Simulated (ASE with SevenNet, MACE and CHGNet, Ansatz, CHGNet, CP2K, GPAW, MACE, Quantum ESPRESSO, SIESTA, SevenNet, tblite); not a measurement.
# P6_3/mmc (COD entry) Sr2MgAl3, size series (48 atoms) in machine-learned potentials

Wanted: machine-learned potentials inputs and outputs for P6_3/mmc (COD entry) Sr2MgAl3, size series (48 atoms), checked against a plane-wave reference.

Calculated with ASE with SevenNet, MACE and CHGNet; the method is named at each step.

### Step 1. Set-up

The cell holds 48 atoms: 16 Sr, 8 Mg and 24 Al. Cell: a = 12.740 Å, b = 12.740 Å, c = 10.140 Å, α = 90.0°, β = 90.0°, γ = 120.0°. It derives from Sr2MgAl3 (P6_3/mmc (measured, COD)), repeated 2×2×1. P6_3/mmc (COD entry) Sr2MgAl3 (cell 6.37, 6.37, 10.14, 90, 90, 120), 2 x 2 x 1 conventional cells; every coordinate displaced by a Gaussian of 0.08 Å. Then every atom was moved at random, 0.05 Å r.m.s. a Cartesian component.

The yardstick, on the same geometry:

| Item | Value |
| --- | --- |
| method | Kohn-Sham DFT, PBE, SSSP efficiency 1.3.0 pseudopotentials, plane waves (Quantum ESPRESSO 7.5); sssp-pbe-1.3.0-efficiency, cutoffs 45/360 Ry, Γ point |
| r.m.s. force component | 0.2045 eV/Å |
| longest force | 0.6497 eV/Å |
| pressure | -4.107 GPa |
| time | 2 min on 4 MPI ranks of Arm Neoverse V1, shared host |
| CPU time | 8.2 min |

### Step 2. SevenNet l3i5 potential

Method: machine-learned interatomic potential SevenNet l3i5, trained on PBE(+U) plane-wave data.

File run.py:

```python
import numpy as np
from ase.io import read
import mlip  # loads the published weights by name

atoms = read("structure.xyz")
atoms.calc = mlip.calc("7net-l3i5")
energy = atoms.get_potential_energy()
forces = atoms.get_forces()
print(f"energy {energy:.6f} eV")
print("forces (eV/A)")
for i, (a, f) in enumerate(zip(atoms, forces)):
    print(f"{i:4d} {a.symbol:2s} {f[0]:10.5f} {f[1]:10.5f} {f[2]:10.5f}")
stress = -atoms.get_stress(voigt=False) * 160.21766
print("stress (GPa, compression positive)")
for row in stress:
    print(" ".join(f"{x:10.4f}" for x in row))
```

File structure.xyz:

```xyz
48
Lattice="12.73980 0.00000 0.00000 -6.36990 11.03299 0.00000 0.00000 0.00000 10.14000" Properties=species:S:1:pos:R:3 pbc="T T T"
Sr -0.02981 3.54115 0.56926
Sr 3.24381 1.85244 5.63520
Sr 3.23903 1.80908 9.46214
Sr 0.12995 3.68833 4.40999
Mg 6.31862 10.83892 10.10147
Mg 6.32805 11.02118 5.20567
Al 3.27521 3.60525 2.46615
Al 1.53725 0.78345 2.44121
Al 4.71309 0.91618 2.56816
Al -0.00363 1.80246 7.44093
Al 1.57623 4.41419 7.56414
Al -1.72936 4.70303 7.81429
Sr -3.14495 9.05036 0.54462
Sr 0.01134 7.47706 5.60215
Sr 0.05446 7.34411 9.68989
Sr -3.13501 9.20240 4.38748
Mg -3.05035 5.65077 10.12925
Mg -2.97379 5.48086 5.08714
Al 0.15906 9.12572 2.54311
Al -1.61292 6.34386 2.48491
Al 1.62184 6.41778 2.67250
Al -3.15813 7.43105 7.51283
Al -1.65293 10.05823 7.66858
Al -4.63850 10.04763 7.55653
Sr 6.46781 3.78178 0.55466
Sr 9.54670 1.82044 5.61026
Sr 9.56517 1.71872 9.57977
Sr 6.40226 3.56961 4.44264
Mg 6.42379 0.03133 10.04712
Mg 6.44124 0.06885 4.90857
Al 9.39376 3.61650 2.60456
Al 8.16812 0.67412 2.44759
Al 11.11044 0.93593 2.67442
Al 6.44398 1.77598 7.62204
Al 7.94167 4.52297 7.40727
Al 4.84654 4.48326 7.71715
Sr 3.23992 9.18199 0.53377
Sr 6.16842 7.43657 5.61350
Sr 6.48991 7.19616 9.50889
Sr 3.16336 9.22016 4.56959
Mg 3.14444 5.42183 10.08210
Mg 3.11437 5.49090 5.03735
Al 6.52673 9.20151 2.69258
Al 4.86386 6.32731 2.51989
Al 7.84816 6.51774 2.67321
Al 3.36515 7.35823 7.65306
Al 4.67576 10.10931 7.60216
Al 1.61630 10.09166 7.45706
```

The run is started by

```
$ OMP_NUM_THREADS=1 python run.py > output.txt
```

Log:

```text
energy -133.985184 eV
forces (eV/A)
   0 Sr    0.06111    0.08411    0.14997
   1 Sr   -0.04743   -0.12402    0.17623
   2 Sr   -0.00653   -0.11048   -0.02131
   3 Sr   -0.22140   -0.05417   -0.10197
   4 Mg    0.15111    0.08350   -0.04597
   5 Mg    0.08140   -0.05124   -0.24370
   6 Al    0.00926    0.15333    0.03829
   7 Al   -0.00125   -0.04936    0.08352
   8 Al   -0.01485   -0.01950   -0.17684
   9 Al    0.02670    0.02324    0.37323
  10 Al    0.01791    0.15209    0.02315
  11 Al    0.13861   -0.13452   -0.42740
  12 Sr   -0.01681    0.35701    0.25808
  13 Sr    0.01119   -0.23424    0.40505
  14 Sr    0.09417   -0.08795   -0.39793
  15 Sr   -0.13069   -0.04970   -0.08235
  16 Mg   -0.20673   -0.21683    0.17562
  17 Mg   -0.30476    0.06498   -0.04265
  18 Al   -0.03515    0.13337   -0.09924
  19 Al    0.04036    0.00596    0.17058
  20 Al   -0.00923    0.01927   -0.29059
  21 Al    0.07183   -0.22938    0.11136
  22 Al    0.19024    0.09434   -0.14723
  23 Al   -0.19747    0.14503    0.10154
[...]
40 Mg    0.09870    0.04084    0.10079
  41 Mg    0.14199    0.00595    0.19514
  42 Al   -0.11907    0.14644   -0.25330
  43 Al   -0.25595   -0.06836   -0.02076
  44 Al    0.21473   -0.14464   -0.23007
  45 Al   -0.19282   -0.14899   -0.08403
  46 Al    0.06819    0.00141    0.08523
  47 Al   -0.10478    0.14734    0.22498
stress (GPa, compression positive)
   -3.9397    -0.0368     0.0094
   -0.0368    -3.9767    -0.0037
    0.0094    -0.0037    -4.4799
```

Elapsed: 9.3 s, on 1 thread of Arm Neoverse V1, shared host; peak memory 0.71 GiB.

Banners, paths, timers and routine set-up lines are dropped from the logs unmarked, and long logs keep their key lines alone; longer cuts are marked.

Compared with the plane-wave run:

```
r.m.s. force component                  : 0.1775 eV/Å
r.m.s. difference of force components   : 62.21 meV/Å
longest difference of force vectors     : 194.9 meV/Å
force difference over r.m.s. force      : 30.41 %
slope of forces against the reference's : 0.8305
correlation of force components         : 0.9567
pressure                                : -4.132 GPa
pressure difference                     : -0.0254 GPa
```

Length of the force difference by element (eV/Å):

```csv
element,atoms,mean,most
Al,24,0.10,0.19
Mg,8,0.13,0.18
Sr,16,0.081,0.11
```

Local excerpt of 17 atoms (numbers count through the whole input) about Sr38, which bears the longest force; x, y, z are measured from there.

```csv
atom,x,y,z,distance (Å),bonds,Fx,Fy,Fz (eV/Å)
Sr38,0.00,0.00,0.00,0.00,16,0.465,-0.255,0.282
Al43,0.36,1.76,-2.92,3.43,12,-0.119,0.146,-0.253
Al46,-2.80,-0.08,2.04,3.47,12,-0.193,-0.149,-0.084
Al45,1.68,-0.92,-2.94,3.51,12,0.215,-0.145,-0.230
Al44,-1.30,-1.11,-3.09,3.54,12,-0.256,-0.068,-0.021
Mg6,0.16,3.58,-0.41,3.61,12,0.081,-0.051,-0.244
Sr40,-3.01,1.78,-1.04,3.65,16,0.059,-0.064,-0.436
Al47,-1.49,2.67,1.99,3.65,12,0.068,0.001,0.085
Mg42,-3.05,-1.95,-0.58,3.67,12,0.142,0.006,0.195
Al24,1.93,2.61,1.94,3.79,12,-0.197,0.145,0.102
Al35,1.77,-2.91,1.79,3.85,12,0.105,0.025,0.291
Al36,-1.32,-2.95,2.10,3.86,12,-0.151,0.172,-0.233
Al22,3.41,-0.01,1.90,3.91,12,0.072,-0.229,0.111
Sr39,0.32,-0.24,3.90,3.92,16,-0.194,0.273,-0.242
Sr28,0.23,-3.87,-1.17,4.05,16,-0.032,0.250,-0.188
Sr16,3.44,1.77,-1.23,4.05,16,-0.131,-0.050,-0.082
Mg18,3.60,-1.96,-0.53,4.13,12,-0.305,0.065,-0.043
```

Atoms are counted from 1 here, from 0 in the log.

Forces lie 30 % from the reference's, at 0.018 times its CPU time (on 1 against 4 cores).

### Step 3. MACE MP-0b2 small potential

Method: machine-learned interatomic potential MACE MP-0b2 small, trained on PBE(+U) plane-wave data.

Changes to run.py since step 2:

```diff
@@ -5,3 +5,3 @@
 atoms = read("structure.xyz")
-atoms.calc = mlip.calc("7net-l3i5")
+atoms.calc = mlip.calc("mace-mp-0b2-small")
 energy = atoms.get_potential_energy()
```

structure.xyz is that of step 2.

Log:

```text
energy -134.789868 eV
forces (eV/A)
   0 Sr    0.07256    0.06607    0.25514
   1 Sr   -0.06093   -0.14273    0.26420
   2 Sr   -0.06764   -0.15027   -0.08779
   3 Sr   -0.25109   -0.12748   -0.20026
   4 Mg    0.27370    0.10034    0.01093
   5 Mg    0.08233    0.00567   -0.28487
   6 Al   -0.00606    0.15474    0.01546
   7 Al   -0.01392    0.00173    0.13465
   8 Al    0.02102    0.01813   -0.23987
   9 Al    0.05691    0.05325    0.41705
  10 Al    0.03436    0.21974    0.04228
  11 Al    0.06994   -0.10313   -0.69603
  12 Sr   -0.05034    0.51162    0.40586
  13 Sr    0.04524   -0.27833    0.48751
  14 Sr    0.20553   -0.04696   -0.54379
  15 Sr   -0.07319   -0.04800   -0.14491
  16 Mg   -0.12712   -0.39750    0.25671
  17 Mg   -0.29961    0.03386   -0.03090
  18 Al   -0.09861    0.10807   -0.04484
  19 Al   -0.09035   -0.05450    0.23982
  20 Al    0.09210    0.00083   -0.33820
  21 Al    0.01855   -0.14108    0.12364
  22 Al    0.13244    0.03185   -0.15584
  23 Al   -0.14129    0.03556    0.09309
[...]
40 Mg    0.12303    0.04966    0.07535
  41 Mg    0.09273    0.06902    0.18222
  42 Al   -0.19705    0.16346   -0.33436
  43 Al   -0.22732    0.00591   -0.00634
  44 Al    0.09028   -0.13558   -0.22766
  45 Al   -0.29006   -0.16922   -0.04867
  46 Al    0.16026   -0.01645    0.06186
  47 Al   -0.11055    0.13545    0.28766
stress (GPa, compression positive)
   -4.5771    -0.0344    -0.0457
   -0.0344    -4.5894    -0.0187
   -0.0457    -0.0187    -4.8302
```

Wall time 7.2 s (1 thread); peak memory 0.66 GiB.

Compared with the plane-wave run:

```yaml
r_m_s_force_component: 0.2203 eV/Å
r_m_s_difference_of_force_components: 79.92 meV/Å
longest_difference_of_force_vectors: 364.5 meV/Å
force_difference_over_r_m_s_force: 39.07 %
slope_of_forces_against_the_reference_s: 1.004
correlation_of_force_components: 0.9319
pressure: -4.666 GPa
pressure_difference: -0.5589 GPa
```

Against the first run (30 %), the force difference from the reference is 39 %, at 0.79 times the CPU time.

### Step 4. CHGNet r2SCAN potential

Method: machine-learned interatomic potential CHGNet r2SCAN, trained on r2SCAN plane-wave data.

Changes to run.py since step 3:

```diff
@@ -5,3 +5,3 @@
 atoms = read("structure.xyz")
-atoms.calc = mlip.calc("mace-mp-0b2-small")
+atoms.calc = mlip.calc("chgnet-r2scan")
 energy = atoms.get_potential_energy()
```

structure.xyz is that of step 3.

Log:

```text
CHGNet vr2scan initialized with 412,525 parameters
CHGNet will run on cpu
energy -445.007141 eV
forces (eV/A)
   0 Sr    0.04571    0.02857    0.06051
   1 Sr   -0.05193   -0.07725    0.07687
   2 Sr   -0.04002   -0.06188    0.04216
   3 Sr   -0.15555   -0.03436   -0.02153
   4 Mg    0.10462    0.09600   -0.00296
   5 Mg    0.07204   -0.00315   -0.10680
   6 Al    0.04501    0.05077    0.02912
   7 Al   -0.03277   -0.06692    0.07984
   8 Al   -0.07621    0.06662   -0.12939
   9 Al    0.06735    0.02254    0.17425
  10 Al   -0.02634    0.00009    0.04053
  11 Al   -0.07089    0.01973   -0.26448
  12 Sr   -0.02441    0.22692    0.15989
  13 Sr   -0.02121   -0.16423    0.21864
  14 Sr    0.07363   -0.05473   -0.25593
  15 Sr   -0.03767    0.00095   -0.00671
  16 Mg   -0.13167   -0.19429    0.06274
  17 Mg   -0.17482    0.02221   -0.00889
  18 Al    0.01327    0.07999   -0.03766
  19 Al   -0.00297   -0.03398    0.09624
  20 Al    0.02984    0.03805   -0.16215
  21 Al    0.04835   -0.02106    0.05674
  22 Al   -0.01725   -0.02565   -0.09817
  23 Al    0.06232   -0.01820    0.01777
[...]
40 Mg    0.04536    0.02602    0.03452
  41 Mg    0.10437   -0.01009    0.05665
  42 Al   -0.02644    0.06278   -0.16495
  43 Al   -0.08315   -0.03700    0.00231
  44 Al   -0.00679   -0.03252   -0.08930
  45 Al   -0.08261   -0.00772   -0.02110
  46 Al   -0.02911   -0.04867    0.00076
  47 Al   -0.00162    0.07941    0.15801
stress (GPa, compression positive)
   -4.0589    -0.0135    -0.0026
   -0.0135    -4.1178    -0.0130
   -0.0026    -0.0130    -3.5603
```

The job ended after 3.4 s (1 thread; peak memory 0.48 GiB).

Compared with the plane-wave run:

```
r.m.s. force component                  : 0.09725 eV/Å
r.m.s. difference of force components   : 127.1 meV/Å
longest difference of force vectors     : 330.6 meV/Å
force difference over r.m.s. force      : 62.12 %
slope of forces against the reference's : 0.4201
correlation of force components         : 0.8835
pressure                                : -3.912 GPa
pressure difference                     : 0.1944 GPa
```

Against the first run (30 %), the force difference from the reference is 62 %, at 0.38 times the CPU time; this potential was trained at another functional than the reference's, which explains only part of so large a difference.

### Step 5. All runs compared

Differences are against the plane-wave reference, forces as r.m.s. over components; share is that over the reference's r.m.s. force, slope the least-squares factor from reference forces to these. Total energies of different programs have different zeros and aren't compared.

```csv
run,"Δ force, r.m.s. (meV/Å)",share (%),slope,Δ pressure (GPa),cores,CPU time,memory (GiB)
reference,-,-,-,-,4,8.2 min,2.9
SevenNet l3i5 potential,62.2,30.4,0.831,-0.0254,1,8.7 s,0.71
MACE MP-0b2 small potential,79.9,39.1,1.004,-0.559,1,6.9 s,0.66
CHGNet r2SCAN potential,127,62.1,0.420,0.194,1,3.3 s,0.48
```

Times of the machine-learned potentials are mostly Python's start and the loading of weights.

CPU time is summed over cores on a shared host, where runs went side by side, so it is rough. Symmetry, cutoffs, thresholds, outputs and thread counts weren't matched or tuned between programs; memory under MPI is the largest rank's times the ranks.

### Step 6. What came out

```json
{
  "nearest in forces": "SevenNet l3i5 potential, 30 %",
  "its CPU time": "8.7 s"
}
```

Machine-learned potentials differ by 30 % (SevenNet l3i5 potential) to 62 % (CHGNet r2SCAN potential); they were trained on other programs' data, some at another functional. Among those trained on PBE data the slope goes as low as 0.83. The reference's pressure holds the uncorrected Pulay stress of its 45 Ry basis, so small pressure differences, and their order, may be the reference's own error. Machine-learned potentials mimic data converged in k, so the reference's own k-point error enters their differences. The reference's stress is far from hydrostatic: its diagonal is -6.2, -6.3, 0.1 GPa, compression counted positive. The reference's pressure of -4.1 GPa says that the cell would shrink at this level of theory. The electronic-structure runs sample only Γ, in a cell whose shortest periodic width is 10 Å, which is coarse for a cell with partly filled levels.

[Also dropped from logs without a mark: logging warnings of Python, and SIESTA's first energy breakdown and zero terms.]

[Logs are printed without paths, hosts, clocks, repeated set-up lines and the standing remarks that a program may print on its own settings, such as how far it seeks lower states.]

[Hosts, paths, dates, database ids (printed as entryN), source tags and the programs' standing remarks are cut or masked in the printed files.]
